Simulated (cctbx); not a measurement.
# CaZn2Fe with cctbx, script by script

Library: cctbx 2025.11. The data are simulated by the first script.

## 1. Simulate the data

run.py:

```python
from cctbx import adptbx, crystal, miller, sgtbx, xray
from cctbx.array_family import flex
from iotbx.shelx import hklf
from scitbx import matrix
import scitbx.random

cs = crystal.symmetry(unit_cell=(4.097, 4.097, 8.761, 90, 90, 90), space_group_symbol='Hall: -I 4 2')  # I4/mmm
atoms = [  # label, site, U (iso, or U11 U22 U33 U12 U13 U23 in A^2), occupancy
    ("Zn1", (0.5, 0, 0.25), (0.0178, 0.0178, 0.0227, 0.0000, 0.0000, 0.0000), 1),
    ("Fe1", (0, 0, 0), (0.0196, 0.0196, 0.0157, 0.0000, 0.0000, -0.0000), 1),
    ("Ca1", (0.5, 0.5, 0), (0.0208, 0.0208, 0.0234, 0.0000, -0.0000, -0.0000), 1),
]
xs = xray.structure(crystal_symmetry=cs)
for label, site, u, occ in atoms:
    u = adptbx.u_cif_as_u_star(cs.unit_cell(), u) if isinstance(u, tuple) else u
    xs.add_scatterer(xray.scatterer(label, site=site, u=u, occupancy=occ))
xs.set_inelastic_form_factors(0.71073, "sasaki")
xs.show_summary()
p1 = xs.expand_to_p1()
ms = miller.build_set(p1, anomalous_flag=True, d_min=0.6)
flex.set_random_seed(390959)
scitbx.random.set_random_seed(390959)
ms = ms.select(flex.random_double(ms.size()) < 0.8)
i = ms.structure_factors_from_scatterers(p1, algorithm="direct").f_calc().as_intensity_array().data()
i = i / flex.sqrt(1 + 0.3 * i / flex.max(i))  # extinction
i = i * 40000 / flex.max(i)
sig = flex.sqrt(i + flex.pow2(0.03 * i) + 15 ** 2)
noise = scitbx.random.variate(scitbx.random.normal_distribution())(i.size())
data = ms.array(data=i + sig * noise, sigmas=sig).set_observation_type_xray_intensity()
with open("data.hkl", "w") as f:
    data.export_as_shelx_hklf(f)
print("reflections written:", data.size(), " <I/sigma> = %.1f" % flex.mean(data.data() / data.sigmas()))
for h, a, b in list(data.sort("data"))[:12]:
    print("%4d%4d%4d %9.1f %7.1f" % (h + (a, b)))
```

```console
$ python run.py
```

```text
Number of scatterers: 3
At special positions: 3
Unit cell: (4.097, 4.097, 8.761, 90, 90, 90)
Space group: I 4/m m m (No. 139)
reflections written: 2243  <I/sigma> = 4.9
   1  -1  -2   41830.3  1216.6
   1   1  -2   41561.6  1216.6
  -1   1  -2   41352.2  1216.6
   1   1   2   40810.6  1216.6
  -1  -1  -2   40312.9  1216.6
  -1   1   2   40193.6  1216.6
   1  -1   2   40148.6  1216.6
  -1  -1   2   40096.0  1216.6
   0   0  -4   37362.2  1103.3
   0   0   4   35652.1  1103.3
   0  -2   0   35468.7  1051.0
  -2   0   0   34964.8  1051.0
```

It took 0.24 s on 1 thread of Arm Neoverse V2 (shared host), peak memory 0.07 GiB.

## 2. Symmetry

run.py:

```python
from cctbx import crystal, sgtbx, statistics
from cctbx.array_family import flex
from iotbx.shelx import hklf

p1 = crystal.symmetry(unit_cell=(4.097, 4.097, 8.761, 90, 90, 90), space_group_symbol="P 1")
raw = hklf.reader(file_name="data.hkl").as_miller_arrays(crystal_symmetry=p1, anomalous=True)[0]
print(raw.size(), "reflections to d = %.3f A" % raw.d_min())
isig = raw.data() / raw.sigmas()
print("centring   violations  <I/sigma> of those")
best = "P"
for c in "ABCIRF":
    a = raw.customized_copy(space_group_info=sgtbx.space_group_info("Hall: %s 1" % c)).sys_absent_flags().data()
    m = flex.mean(isig.select(a))
    print("%5s %10d of %5d %8.1f" % (c, (isig.select(a) > 4).count(True), a.count(True), m))
    if (isig.select(a) > 4).count(True) < 0.01 * a.count(True):
        best = c
raw = raw.select(~raw.customized_copy(space_group_info=sgtbx.space_group_info("Hall: %s 1" % best)).sys_absent_flags().data())
isig = raw.data() / raw.sigmas()
rows = []
for s in sgtbx.space_group_symbol_iterator():
    g = sgtbx.space_group(s)
    if g.conventional_centring_type_symbol() != best or not g.is_compatible_unit_cell(p1.unit_cell(), 1e-3, 0.02):
        continue
    rows.append((s, g))
print("Laue class    unique    Rint  (classes that these axes allow; Friedel mates merged)")
rint = {}
for s, g in rows:
    laue = g.build_derived_patterson_group()
    key = laue.type().hall_symbol()
    if key not in rint:
        m = raw.customized_copy(space_group_info=laue.info(), anomalous_flag=False).merge_equivalents()
        rint[key] = m.r_int()
        print("%-14s %6d %7.3f" % (laue.type().lookup_symbol(), m.array().size(), m.r_int()))
floor = min(rint.values())
good = [(s, g) for s, g in rows if rint[g.build_derived_patterson_group().type().hall_symbol()] < 2 * floor + 0.03]
top = max(g.build_derived_patterson_group().order_z() for s, g in good)
print("space group    extra absences  I>4sigma  <I/sigma>")
for s, g in good:
    laue = g.build_derived_patterson_group()
    if laue.order_z() != top:
        continue
    a = raw.customized_copy(space_group_info=g.info()).sys_absent_flags().data()
    a &= ~raw.customized_copy(space_group_info=laue.info()).sys_absent_flags().data()
    bad = (isig.select(a) > 4).count(True)
    if bad <= 0.03 * a.count(True):
        print("%-16s %8d %10d %9s  %s" % (s.universal_hermann_mauguin(), a.count(True), bad, "%.1f" % flex.mean(isig.select(a)) if a.count(True) else "-", "centric" if g.is_centric() else "acentric"))
laue = max(good, key=lambda t: t[1].build_derived_patterson_group().order_z())[1].build_derived_patterson_group()
f = raw.customized_copy(space_group_info=laue.info(), anomalous_flag=False).merge_equivalents().array().eliminate_sys_absent().f_sq_as_f()
f.set_observation_type_xray_amplitude()
bins = max(3, min(8, f.size() // 12))
f.setup_binner(n_bins=bins)
w = statistics.wilson_plot(f, {e: n / laue.order_z() for e, n in {'Zn': 4.0, 'Fe': 2.0, 'Ca': 2.0}.items()}, e_statistics=True)
print("Wilson B = %.2f A^2   <|E^2-1|> = %.3f (0.968 centric, 0.736 acentric)   E^2>4: %.1f %%" % (w.wilson_b, w.mean_e_sq_minus_1, w.percent_e_sq_gt_2))
print("shell (A)         n   <I/sigma>")
m = raw.customized_copy(space_group_info=laue.info(), anomalous_flag=False).merge_equivalents().array().eliminate_sys_absent()
for b in m.setup_binner(n_bins=bins).range_used():
    sel = m.binner().selection(b)
    print("%5.2f - %4.2f %6d %8.1f" % (min(m.binner().bin_d_range(b)[0] if m.binner().bin_d_range(b)[0] > 0 else 99, 99), m.binner().bin_d_range(b)[1], sel.count(True), flex.mean((m.data() / m.sigmas()).select(sel))))
```

```console
$ python run.py
```

```text
2243 reflections to d = 0.601 A
centring   violations  <I/sigma> of those
    A        275 of  1121      4.9
    B        272 of  1135      4.9
    C        101 of  1126      1.1
    I          0 of  1132      0.0
    R        362 of  1500      4.9
    F        324 of  1691      3.6
Laue class    unique    Rint  (classes that these axes allow; Friedel mates merged)
I 1 2/m 1         389   0.026
I 1 1 2/m         368   0.025
I 2/m 1 1         387   0.025
I m m m           225   0.027
I 4/m             189   0.026
I 4/m m m         129   0.027
space group    extra absences  I>4sigma  <I/sigma>
I 4 2 2                 0          0         -  acentric
I 4 m m                 0          0         -  acentric
I -4 m 2                0          0         -  acentric
I -4 2 m                0          0         -  acentric
I 4/m m m               0          0         -  centric
Wilson B = 1.47 A^2   <|E^2-1|> = 1.087 (0.968 centric, 0.736 acentric)   E^2>4: 6.2 %
shell (A)         n   <I/sigma>
 4.38 - 1.19     24     43.5
 1.19 - 0.95     16     32.9
 0.95 - 0.83     17     34.9
 0.83 - 0.76     13     19.0
 0.76 - 0.70     17     29.6
 0.70 - 0.66     14     20.4
 0.66 - 0.63     16     21.1
 0.63 - 0.60     12     16.0
```

Time: 0.27 s.

## 3. Charge flipping

run.py:

```python
import itertools
from cctbx import crystal, maptbx
from cctbx.array_family import flex
from iotbx.shelx import hklf
from smtbx.ab_initio import charge_flipping as cf

cs = crystal.symmetry(unit_cell=(4.097, 4.097, 8.761, 90, 90, 90), space_group_symbol='Hall: -I 4 2')  # I4/mmm
raw = hklf.reader(file_name="data.hkl").as_miller_arrays(crystal_symmetry=cs, anomalous=True)[0]
merged = raw.eliminate_sys_absent().merge_equivalents()
fo2 = merged.array().set_observation_type_xray_intensity()
f = fo2.average_bijvoet_mates().f_sq_as_f().resolution_filter(d_min=0.6)
p1 = f.expand_to_p1()
p1.setup_binner_counting_sorted(reflections_per_bin=max(40, p1.size() // 12))
work = p1.array(data=p1.data() / p1.amplitude_quasi_normalisations().data())
flex.set_random_seed(99037)
it = cf.weak_reflection_improved_iterator(delta=None, weak_reflection_fraction=0.2)
it.start(work, phases=flex.random_double(p1.size()) * 6.2832, f_000=0)
it.delta = 0.9 * it.rho_map.sigma()
print("cycle      R  skewness")
for n, st in enumerate(itertools.islice(it, 100)):
    if n % 8 == 0:
        print("%5d %6.3f %8.2f" % (n, st.r1_factor(), st.rho_map.skewness()))
rho = p1.phase_transfer(it.f_calc).fft_map().apply_volume_scaling()
polish = cf.low_density_elimination_iterator(constant_rho_c=rho.sigma())
polish.start(f_obs=p1, phases=it.f_calc, f_000=0)
for _ in range(8):
    next(polish)
print("origin shift          correlation  skewness")
maps = []
for fc, shift, cc in itertools.islice(cf.f_calc_symmetrisations(f, polish.f_calc, 0), 4):
    m = f.phase_transfer(fc).fft_map(symmetry_flags=maptbx.use_space_group_symmetry, resolution_factor=0.25).apply_sigma_scaling()
    maps.append((m.skewness(), cc, m))
    print("%6.3f %6.3f %6.3f %10.3f %9.2f" % (tuple(shift) + (cc, m.skewness())))
skew, cc, m = max((t for t in maps if t[1] > maps[0][1] - 0.04), key=lambda t: t[0])
print("taken: symmetry correlation %.3f, skewness %.2f" % (cc, skew))
peaks = m.peak_search(parameters=maptbx.peak_search_parameters(min_distance_sym_equiv=0.9, max_clusters=8)).all()
sps = cs.special_position_settings(min_distance_sym_equiv=0.5)
print("peak      x       y       z  mult  height/sigma")
for k, (x, h) in enumerate(zip(peaks.sites(), peaks.heights())):
    ss = sps.site_symmetry(x)
    print("Q%-3d %7.4f %7.4f %7.4f %4d %8.1f" % ((k + 1,) + tuple(t % 1 for t in ss.exact_site()) + (ss.multiplicity(), h)))
```

```console
$ python run.py
```

```text
AssertionError
```

Time: 0.23 s.

## 4. Charge flipping

run.py, as its changes from the last script of this kind:

```diff
@@ -13,3 +13,2 @@
-p1.setup_binner_counting_sorted(reflections_per_bin=max(40, p1.size() // 12))
-work = p1.array(data=p1.data() / p1.amplitude_quasi_normalisations().data())
-flex.set_random_seed(99037)
+work = p1
+flex.set_random_seed(99038)
@@ -20,2 +19,2 @@
-for n, st in enumerate(itertools.islice(it, 100)):
-    if n % 8 == 0:
+for n, st in enumerate(itertools.islice(it, 200)):
+    if n % 16 == 0:
```

```console
$ python run.py
```

```text
cycle      R  skewness
    0  0.536     0.42
   16  0.357     4.64
   32  0.088     7.16
   48  0.074     6.99
   64  0.077     6.89
   80  0.075     6.82
   96  0.069     6.72
  112  0.071     6.75
  128  0.076     6.74
  144  0.078     6.76
  160  0.069     6.70
  176  0.074     6.70
  192  0.074     6.72
origin shift          correlation  skewness
 0.460  0.416  0.082      0.875      0.49
 0.460  0.916  0.082      0.875      0.49
 0.460  0.416  0.332      0.875      0.49
 0.460  0.916  0.332      0.875      0.52
taken: symmetry correlation 0.875, skewness 0.52
peak      x       y       z  mult  height/sigma
Q1    0.0000  0.5000  0.2500    4      3.8
Q2    0.0000  0.0000  0.5000    2      3.8
Q3    0.0000  0.2428  0.2921   16      2.8
Q4    0.0000  0.2663  0.0000    8      2.5
Q5    0.0000  0.0000  0.0000    2      2.4
Q6    0.0000  0.2662  0.5000    8      2.4
Q7    0.2500  0.2500  0.2500    8      1.5
Q8    0.0000  0.0000  0.3167    4      1.4
```

Time: 0.38 s.

## 5. Charge flipping

run.py, as its changes from the last script of this kind:

```diff
@@ -13,2 +13,3 @@
-work = p1
-flex.set_random_seed(99038)
+p1.setup_binner_counting_sorted(reflections_per_bin=max(40, p1.size() // 12))
+work = p1.array(data=p1.data() / p1.amplitude_quasi_normalisations().data())
+flex.set_random_seed(99039)
@@ -19,2 +20,2 @@
-for n, st in enumerate(itertools.islice(it, 200)):
-    if n % 16 == 0:
+for n, st in enumerate(itertools.islice(it, 300)):
+    if n % 25 == 0:
```

```console
$ python run.py
```

```text
AssertionError
```

It took 0.25 s on 1 thread of Arm Neoverse V2 (shared host), peak memory 0.07 GiB.

[Logs are printed without paths, hosts, clocks, repeated set-up lines and the standing remarks that a program may print on its own settings, such as how far it seeks lower states.]
